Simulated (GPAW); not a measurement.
## A GW chain in GPAW: H (I4/mmm)

Wanted: ground state, empty states, screening and self-energy for H (I4/mmm).

Calculated with GPAW 26.7.0; LDA and many-body steps on it, plane waves.

### Step 1. Set-up

Symmetry: I4/mmm, No. 139, tetragonal system. Conventional cell: a = 4.318 Å, b = 4.318 Å, c = 3.707 Å, α = 90.00°, β = 90.00°, γ = 90.00°. Nearest to H lie 1 H at 0.74 Å.

The cell and positions are those that the Materials Project relaxed with its own functionals (PBE, PBE+U or r2SCAN), kept fixed.

### Step 2. Ground state

This step: GPAW 26.7.0; DFT, LDA, plane waves, PAW.

The ground-state density comes first.

run.py reads:

```python
import json
import numpy as np
from gpaw.mpi import world
from ase import Atoms
from gpaw import GPAW, PW, FermiDirac

atoms = Atoms(['H', 'H'],
    cell=[[-2.1590258100, 2.1590258100, 1.8533590600],
      [2.1590258100, -2.1590258100, 1.8533590600],
      [2.1590258100, 2.1590258100, -1.8533590600]],
    scaled_positions=[[0.8999455600, 0.8999455600, 0.0000000000],
      [0.1000544400, 0.1000544400, 0.0000000000]],
    pbc=(True, True, True))
calc = GPAW(mode=PW(600),
    xc='LDA',
    kpts={'size': (8, 8, 8), 'gamma': True},
    occupations=FermiDirac(0.001),
    nbands=-7,
    convergence={'density': 1e-6, 'bands': -3},
    maxiter=100,
    txt='gs.txt')
atoms.calc = calc
res = {'energy': atoms.get_potential_energy()}
kpts = calc.get_ibz_k_points()
res['kpts'] = kpts
res['eigenvalues'] = [calc.get_eigenvalues(kpt=k) for k in range(len(kpts))]
res['n_electrons'] = calc.get_number_of_electrons()
calc.write('gs.gpw')

if world.rank == 0:
    with open('result.json', 'w') as f:
        json.dump(res, f, default=lambda x: x.tolist())
```

Command:

```bash
$ mpirun -n 4 gpaw python run.py
```

The program printed:

```text
__  _  _
 | _ |_)|_||  |
 |__||  | ||/\| - 26.7.0

Input parameters:
  mode=PW(ecut=600.0),
  convergence={'density': 1e-06, 'bands': -3},
  kpts=MonkhorstPack(size=(8, 8, 8), gamma=True),
  maxiter=100,
  nbands=-7,
  occupations=Occupations(name='fermi-dirac', width=0.001, fixmagmom=False),
  xc=XC(name='LDA')
  [... matrices ...]
Diagonalizing LCAO Hamiltonian
Converting LCAO to pw mode

       H

       H

Atoms  # Å, Bohr magnetons
|   | symbol |         x |        y |        z |    initial magnetic moments |
| 0 |      H | -0.000000 | 0.000000 | 3.335845 | ( 0.0000,  0.0000,  0.0000) |
| 1 |      H | -0.000000 | 0.000000 | 0.370874 | ( 0.0000,  0.0000,  0.0000) |

Unit cell  # Å
| periodic |         x |         y |         z |  lengths |     angles |
|      yes | -2.159026 |  2.159026 |  1.853359 | 3.571796 | 105.619281 |
|      yes |  2.159026 | -2.159026 |  1.853359 | 3.571796 | 105.619281 |
|      yes |  2.159026 |  2.159026 | -1.853359 | 3.571796 | 117.484728 |

Number of symmetries: 16
Symmetry operations  # r_c * U_cc + t_c -> r_c
|    | kind |            matrix            |
|  0 |  σ   |  1, 1, 1,  0, 0,-1,  0,-1, 0 |
|  1 |  C4  |  1, 1, 1,  0, 0,-1, -1, 0, 0 |
|  2 |  E   |  1, 0, 0,  0, 1, 0,  0, 0, 1 |
|  3 |  σ   |  1, 0, 0,  0, 1, 0, -1,-1,-1 |
|  4 |  σ   |  0, 1, 0,  1, 0, 0,  0, 0, 1 |
|  5 |  C2  |  0, 1, 0,  1, 0, 0, -1,-1,-1 |
|  6 |  C2  |  0, 0, 1, -1,-1,-1,  1, 0, 0 |
|  7 |  S4  |  0, 0, 1, -1,-1,-1,  0, 1, 0 |
|  8 |  C4  |  0, 0,-1,  1, 1, 1,  0,-1, 0 |
|  9 |  σ   |  0, 0,-1,  1, 1, 1, -1, 0, 0 |
| 10 |  σ   |  0,-1, 0, -1, 0, 0,  1, 1, 1 |
| 11 |  C2  |  0,-1, 0, -1, 0, 0,  0, 0,-1 |
| 12 |  C2  | -1, 0, 0,  0,-1, 0,  1, 1, 1 |
| 13 |  i   | -1, 0, 0,  0,-1, 0,  0, 0,-1 |
| 14 |  S4  | -1,-1,-1,  0, 0, 1,  1, 0, 0 |
| 15 |  C2  | -1,-1,-1,  0, 0, 1,  0, 1, 0 |

BZ-sampling:
  Number of BZ points: 512
  Number of IBZ points: 59

  Monkhorst-Pack size: [8, 8, 8]
  Monkhorst-Pack shift: [0.0625, 0.0625, 0.0625]

K-points  # in reciprocal-cell coordinates
|     |                                coordinates |     weight |
|   0 | (  0.00000000,   0.00000000,   0.00000000) | 0.00195312 |
|   1 | (  0.12500000,  -0.12500000,   0.00000000) | 0.00781250 |
|   2 | (  0.12500000,  -0.12500000,   0.12500000) | 0.00781250 |
|   3 | (  0.12500000,   0.00000000,   0.00000000) | 0.01562500 |
|   4 | (  0.12500000,   0.12500000,  -0.12500000) | 0.00390625 |
|   5 | (  0.25000000,  -0.25000000,   0.00000000) | 0.00781250 |
|   6 | (  0.25000000,  -0.25000000,   0.12500000) | 0.01562500 |
|   7 | (  0.25000000,  -0.25000000,   0.25000000) | 0.00781250 |
|   8 | (  0.25000000,  -0.12500000,   0.00000000) | 0.03125000 |
|   9 | (  0.25000000,  -0.12500000,   0.12500000) | 0.01562500 |
| ... |                                            |            |
|  58 | (  0.50000000,   0.50000000,   0.50000000) | 0.00195312 |

Plane wave coefficients: 1176
Cutoff: 600.0 eV

Spin-components: 1 (collinear spins)
Bands:           8
Projectors:      6
Spin-degeneracy: 2
Datatype:        complex128

  Storage: CPU
  Wave functions: 8_813_184 bytes (2_203_296 per core)
  Projectors: 9_914_832 bytes (2_478_708 per core)
  [... matrices ...]
Parallelization:
  kpt:    4
  domain: 1
  band:   1

Density:
  Valence electrons: 2.0
  Components: 1
  Grid points: [21 21 21]
  Charge: 0.0  # |e|

Potential:
  Grid points: [21 21 21]

species:
  H:
    name:    Hydrogen
    Z:       1.0
    valence: 1
    core:    0
    charge:  0.0  # [|e|]
    compensation charges:
      type: gauss
      rc: 0.15  # [Å]
      lmax: 2
    cutoffs:
      filter: 0.85  # [Å]
      core: 0.53  # [Å]
    projectors
    | kind |    occ | energy [eV] | rcut [Å] |
    |   1s |  1.000 |      -6.353 |    0.476 |
    |    s |        |      20.858 |    0.476 |
    |    p |        |       0.000 |    0.476 |

    Using partial waves for H as LCAO basis

Reference energy: -24.257917  # eV

eigensolver:
  PPCG
  Converge bands: -3
  niter=2

density mixing:
  MSR1-Mixer
  Pratt-step length: 0.05
  Maximum mixing coefficient: 0.75
  Old densities: 10
  SVD Regularization: 0.005
  Good broyden scale: 1.0
  Trust region scale: 1.0
  Backstep threshold: 4.0
  History deletion threshold: 6.0
  Fourier metric: weight=20.0, sigma=0.015

occupation numbers:
  Fermi-Dirac:
    width: 0.0010  # eV

poisson solver:
  ecut: 4800.0  # eV

xc functional:
  name: None

Initialization done in: 0.545 s

convergence criteria:
- Maximum integral of absolute [dens]ity change: 1e-06 electrons / valence electron
- Maximum [total energy] change in last 3 cyles: 0.0005 eV / valence electron
- Maximum integral of absolute [eigenst]ate change: 4e-08 eV^2 / valence electron
maximum number of iterations: 100

SCF iterations
|iter     |     time |      energy | eigst |  dens |
|iter:   1|  |   -7.397886 | +3.29 |       |
|iter:   2|  |   -7.326361 | +1.51 | -0.38 |
|iter:   3|  |   -6.732683 | -0.44 | -0.41 |
|iter:   4|  |   -6.726643 | -2.33 | -1.22 |
|iter:   5|  |   -6.727146 | -3.91 | -1.74 |
|iter:   6|  |   -6.727140c| -5.61 | -2.96 |
|iter:   7|  |   -6.727140c| -7.68c| -4.13 |
|iter:   8|  |   -6.727140c| -7.33 | -4.59 |
|iter:   9|  |   -6.727140c| -8.80c| -6.02c|

Converged in 9 steps
SCF loop duration: 2.042 s (0.227 s/step)
Energy contributions relative to reference atoms: (reference = -24.257917)
  [... matrices ...]
Energy contributions:
  Kinetic:           6.901401
  Coulomb:          -8.528311
  Zero:              0.002574
  External:          0.000000
  Xc:               -5.102804
  Entropy:          -0.000000
  Spinorbit:         0.000000
  ----------------------------
  Free energy:      -6.727140
  Extrapolated:     -6.727140

dipole moment: (-2.119267, -2.119267, 1.819229)  # |e|*Ang

Fermi level: -4.022
Eigenvalues  # (at kpt = [0.000, 0.000, 0.000])
| band index |      eig [eV] | occ [0-2] |
|          0 |       -10.139 |     2.000 |
|          1 |         2.508 |     0.000 |
|          2 |         6.969 |     0.000 |
|          3 |        10.549 |     0.000 |
|          4 |        10.549 |     0.000 |
|          5 |        12.637 |     0.000 |
|          6 |        13.445 |     0.000 |
|          7 |        14.942 |     0.000 |

Gap: 9.044 eV
Transition (v -> c):
  (s=0, k=58, n=0, [0.50, 0.50, 0.50]) -> (s=0, k=40, n=1, [0.50, 0.00, 0.50])
Direct/indirect transitions are different
Direct gap: 9.279 eV
Transition at: (s=0, k=40, n=0, [0.50, 0.00, 0.50])
# Writing to gs.gpw (mode='')
  [... matrices ...]
```

It took 4.2 s on 4 MPI ranks of Arm Neoverse V2, shared host; peak memory 0.58 GiB.

Numbers from this step:

| Property | Result |
| --- | --- |
| total energy | -6.727 eV |
| gap | 9.044 eV |
| k of the valence top | 0.5, 0.5, 0.5 |
| k of the conduction bottom | 0.5, 0, 0.5 |
| least direct gap | 9.279 eV |

The gap is indirect, with the least direct gap 0.23 eV higher.

### Step 3. Bands along the symmetry lines

The cheap functional maps the bands first; the places of the edges decide which points the dearer methods must see.

run.py reads:

```python
import json
import numpy as np
from gpaw.mpi import world
from gpaw import GPAW

path = [[0.000000, 0.000000, 0.000000],
    [0.000000, 0.000000, 0.062500],
    [0.000000, 0.000000, 0.125000],
    [0.000000, 0.000000, 0.187500],
    [0.000000, 0.000000, 0.250000],
    [0.000000, 0.000000, 0.312500],
    [0.000000, 0.000000, 0.375000],
    [0.000000, 0.000000, 0.437500],
    [-0.000000, 0.000000, 0.500000],
    [-0.062500, 0.062500, 0.500000],
    [-0.125000, 0.125000, 0.500000],
    [-0.187500, 0.187500, 0.500000],
    [-0.250000, 0.250000, 0.500000],
    [-0.312500, 0.312500, 0.500000],
    [-0.375000, 0.375000, 0.500000],
    [-0.437500, 0.437500, 0.500000],
    [-0.500000, 0.500000, 0.500000],
    [-0.437500, 0.437500, 0.437500],
    [-0.375000, 0.375000, 0.375000],
    [-0.312500, 0.312500, 0.312500],
    [-0.250000, 0.250000, 0.250000],
    [-0.187500, 0.187500, 0.187500],
    [-0.125000, 0.125000, 0.125000],
    [-0.062500, 0.062500, 0.062500],
    [0.000000, 0.000000, 0.000000],
    [0.054278, 0.054278, -0.054278],
    [0.108556, 0.108556, -0.108556],
    [0.162834, 0.162834, -0.162834],
    [0.217111, 0.217111, -0.217111],
    [0.271389, 0.271389, -0.271389],
    [0.325667, 0.325667, -0.325667],
    [0.379945, 0.379945, -0.379945],
    [0.434223, 0.434223, -0.434223],
    [-0.434223, 0.565777, 0.434223],
    [-0.442445, 0.557555, 0.442445],
    [-0.450667, 0.549333, 0.450667],
    [-0.458889, 0.541111, 0.458889],
    [-0.467111, 0.532889, 0.467111],
    [-0.475334, 0.524666, 0.475334],
    [-0.483556, 0.516444, 0.483556],
    [-0.491778, 0.508222, 0.491778],
    [-0.500000, 0.500000, 0.500000],
    [0.000000, 0.000000, 0.500000],
    [0.031250, 0.031250, 0.468750],
    [0.062500, 0.062500, 0.437500],
    [0.093750, 0.093750, 0.406250],
    [0.125000, 0.125000, 0.375000],
    [0.156250, 0.156250, 0.343750],
    [0.187500, 0.187500, 0.312500],
    [0.218750, 0.218750, 0.281250],
    [0.250000, 0.250000, 0.250000],
    [0.218750, 0.281250, 0.218750],
    [0.187500, 0.312500, 0.187500],
    [0.156250, 0.343750, 0.156250],
    [0.125000, 0.375000, 0.125000],
    [0.093750, 0.406250, 0.093750],
    [0.062500, 0.437500, 0.062500],
    [0.031250, 0.468750, 0.031250],
    [0.000000, 0.500000, 0.000000],
    [0.000000, 0.437500, 0.000000],
    [0.000000, 0.375000, 0.000000],
    [0.000000, 0.312500, 0.000000],
    [0.000000, 0.250000, 0.000000],
    [0.000000, 0.187500, 0.000000],
    [0.000000, 0.125000, 0.000000],
    [0.000000, 0.062500, 0.000000],
    [0.000000, 0.000000, 0.000000]]
calc = GPAW('gs.gpw').fixed_density(kpts=path,
    symmetry='off',
    nbands=11,
    convergence={'bands': 7},
    txt='bands.txt')
res = {}
kpts = calc.get_ibz_k_points()
res['kpts'] = kpts
res['eigenvalues'] = [calc.get_eigenvalues(kpt=k) for k in range(len(kpts))]
res['n_electrons'] = calc.get_number_of_electrons()

if world.rank == 0:
    with open('result.json', 'w') as f:
        json.dump(res, f, default=lambda x: x.tolist())
```

Command:

```bash
$ mpirun -n 4 gpaw python run.py
```

The program printed:

```text
Diagonalizing LCAO Hamiltonian
Converting LCAO to pw mode
convergence criteria:
- Maximum integral of absolute [eigenst]ate change: 4e-08 eV^2 / valence electron
maximum number of iterations: 100

SCF iterations
|iter     |     time |      energy | eigst |  dens |
|iter:   1|  |             | +3.64 |       |
|iter:   2|  |             | +1.76 |       |
|iter:   3|  |             | -0.42 |       |
|iter:   4|  |             | -2.26 |       |
|iter:   5|  |             | -4.06 |       |
|iter:   6|  |             | -6.03 |       |
|iter:   7|  |             | -7.32 |       |
|iter:   8|  |             | -8.14c|       |
SCF steps: 8
  __  _  _
 | _ |_)|_||  |
 |__||  | ||/\| - 26.7.0

Input parameters:
  mode=PW(ecut=600.0),
  convergence={'bands': 7},
  gpts=array([21, 21, 21]),
  kpts=KPoints(kpts=array([[ 0.      ,  0.      ,  0.      ],
         [ 0.      ,  0.      ,  0.0625  ],
         [ 0.      ,  0.      ,  0.125   ],
         [ 0.      ,  0.      ,  0.1875  ],
[...]
[-0.      ,  0.      ,  0.5     ],
         [-0.0625  ,  0.0625  ,  0.5     ],
         [-0.125   ,  0.125   ,  0.5     ],
[...]
[-0.0625  ,  0.0625  ,  0.0625  ],
[...]
[ 0.054278,  0.054278, -0.054278],
         [ 0.108556,  0.108556, -0.108556],
         [ 0.162834,  0.162834, -0.162834],
[...]
[ 0.379945,  0.379945, -0.379945],
         [ 0.434223,  0.434223, -0.434223],
         [-0.434223,  0.565777,  0.434223],
         [-0.442445,  0.557555,  0.442445],
         [-0.450667,  0.549333,  0.450667],
[...]
[-0.483556,  0.516444,  0.483556],
         [-0.491778,  0.508222,  0.491778],
         [-0.5     ,  0.5     ,  0.5     ],
[...]
[ 0.      ,  0.125   ,  0.      ],
         [ 0.      ,  0.0625  ,  0.      ],
         [ 0.      ,  0.      ,  0.      ]])),
  maxiter=100,
  nbands=11,
  occupations=Occupations(name='fermi-dirac', width=0.001, fixmagmom=False),
  parallel={},
  symmetry=Symmetry(point_group=False, time_reversal=False),
  xc=XC(name='LDA')
  [... matrices ...]
timing:  # [seconds]
  Total: 0.033  # ━━━━━━━━━━━━━━━━━━━━━━━━━━━━━━━━━━━━━━━━━━━━━━━━━━━━━━━━━━━
```

Elapsed: 4.5 s, on 4 MPI ranks; peak memory 0.6 GiB; 18 s of CPU time.

This step gave:

| Property | Result |
| --- | --- |
| gap | 9.042 eV |
| k of the valence top | -0.4342, 0.5658, 0.4342 |
| k of the conduction bottom | 0, 0.5, 0 |
| least direct gap | 9.279 eV |

The gap is 9.042 eV, −0.002 eV from the run before at this level.

The electronic bands at the labelled points (eV, zero at the top of the highest filled band; v1 is the highest filled band, c1 the lowest empty one):

| point | v1 | c1 | c2 | c3 | c4 |
| --- | --- | --- | --- | --- | --- |
| Γ | -1.22 | 11.43 | 15.89 | 19.47 | 19.47 |
| halfway | -0.88 | 10.56 | 15.13 | 16.13 | 19.76 |
| X | -0.48 | 9.57 | 14.56 | 14.79 | 19.67 |
| halfway | -0.25 | 10.54 | 13.53 | 13.55 | 17.74 |
| M | 0.00 | 12.72 | 12.72 | 12.86 | 14.62 |
| halfway | -0.58 | 10.66 | 14.21 | 14.67 | 17.39 |
| Γ | -1.22 | 11.43 | 15.89 | 19.47 | 19.47 |
| halfway | -0.47 | 9.46 | 16.08 | 16.08 | 17.96 |
| Z | 0.00 | 11.74 | 12.90 | 12.90 | 14.81 |
| jump to Z0 | 0.00 | 11.74 | 12.90 | 12.90 | 14.81 |
| halfway | 0.00 | 12.48 | 12.77 | 12.77 | 14.67 |
| M | 0.00 | 12.72 | 12.72 | 12.86 | 14.62 |
| jump to X | -0.48 | 9.57 | 14.56 | 14.79 | 19.67 |
| halfway | -0.33 | 10.25 | 11.39 | 15.63 | 18.59 |
| P | -0.17 | 10.11 | 12.28 | 12.28 | 20.82 |
| halfway | -0.20 | 9.44 | 13.02 | 13.82 | 18.83 |
| N | -0.24 | 9.04 | 14.39 | 15.97 | 16.59 |
| halfway | -0.77 | 10.12 | 15.35 | 17.46 | 17.85 |
| Γ | -1.22 | 11.43 | 15.89 | 19.47 | 19.47 |

The electronic bands as a text plot (rows in eV, shown from -1.2 to 15.0 only; labels by their first letter):

```
   14.7 |    +++++     +    +++         +   ++   +       ++++
   14.0 |         +        ++            +    +   +   +++
   13.3 |          +++    ++              ++          +
   12.7 |            +++++                  ++ +   +++
   12.0 |            +  ++                  +   +   +
   11.3 |++         +     +    +++++              ++           ++
   10.6 |  ++      +       ++++     +     ++     ++           +
   10.0 |    +++ ++                  +   +     ++  +++      ++
    9.3 |       +                     +++     +       ++++++
    8.6 |
    7.9 |
    7.2 |
    6.6 |
    5.9 |
    5.2 |
    4.5 |
    3.9 |
    3.2 |
    2.5 |
    1.8 |
    1.2 |
    0.5 |
   -0.2 |      *************          **********************
   -0.9 |******             **********                      *****
         Γ      X      M         Γ         ZM|X    P     N      Γ
```

### Step 4. Empty states on the mesh, 6×6×6 mesh, 119 bands

The sums over transitions need many empty states on a uniform mesh; this step solves for them.

run.py reads:

```python
import json
import numpy as np
from gpaw.mpi import world
from gpaw import GPAW

calc = GPAW('gs.gpw').fixed_density(kpts={'size': (6, 6, 6), 'gamma': True},
    parallel={'domain': 1, 'band': 1},
    txt='nscf.txt')
calc.diagonalize_full_hamiltonian(nbands=119)
calc.write('full.gpw', mode='all')
res = {}
kpts = calc.get_ibz_k_points()
res['kpts'] = kpts
res['eigenvalues'] = [calc.get_eigenvalues(kpt=k) for k in range(len(kpts))]
res['n_electrons'] = calc.get_number_of_electrons()

if world.rank == 0:
    with open('result.json', 'w') as f:
        json.dump(res, f, default=lambda x: x.tolist())
```

Command:

```bash
$ mpirun -n 4 gpaw python run.py
```

The program printed:

```text
Diagonalizing LCAO Hamiltonian
Converting LCAO to pw mode
convergence criteria:
- Maximum integral of absolute [eigenst]ate change: 4e-08 eV^2 / valence electron
maximum number of iterations: 100

SCF iterations
|iter     |     time |      energy | eigst |  dens |
|iter:   1|  |             | +3.31 |       |
|iter:   2|  |             | +1.44 |       |
|iter:   3|  |             | -0.59 |       |
|iter:   4|  |             | -2.72 |       |
|iter:   5|  |             | -4.84 |       |
|iter:   6|  |             | -7.12 |       |
|iter:   7|  |             | -8.26c|       |
SCF steps: 7
  __  _  _
 | _ |_)|_||  |
 |__||  | ||/\| - 26.7.0

Input parameters:
  mode=PW(ecut=600.0),
  convergence={'density': 1e-06, 'bands': -3},
  gpts=array([21, 21, 21]),
  kpts=MonkhorstPack(size=(6, 6, 6), gamma=True),
  maxiter=100,
  nbands=8,
  occupations=Occupations(name='fermi-dirac', width=0.001, fixmagmom=False),
  parallel={'domain': 1, 'band': 1},
  xc=XC(name='LDA')
Matrix size: 1167x1167
# Writing to full.gpw (mode='all')
  [... matrices ...]

timing:  # [seconds]
  Total: 14.319  # ━━━━━━━━━━━━━━━━━━━━━━━━━━━━━━━━━━━━━━━━━━━━━━━━━━━━━━━━━━
```

Wall time 17 s (4 MPI ranks); peak memory 1.3 GiB.

This step gave:

* gap: 9.044 eV
* k of the valence top: 0.5, 0.5, 0.5
* k of the conduction bottom: 0.5, 0, 0.5
* least direct gap: 9.279 eV
* k points computed: 30
* lowest point of the top converged band, above the valence top: 129.6969 eV

On this mesh the gap is 9.044 eV.

[end of part 1 of 2]

[Paths, hosts, dates, memory and timing lines, banners, echoed tables and standing remarks are left out of the program output.]

[Logs are printed without paths, hosts, clocks, repeated set-up lines and the standing remarks that a program may print on its own settings, such as how far it seeks lower states.]

[Runs of the session that timed out or met a known fault of the program may be left out.]

[Hosts, paths, dates, database ids (printed as entryN), source tags and the programs' standing remarks are cut or masked in the printed files.]
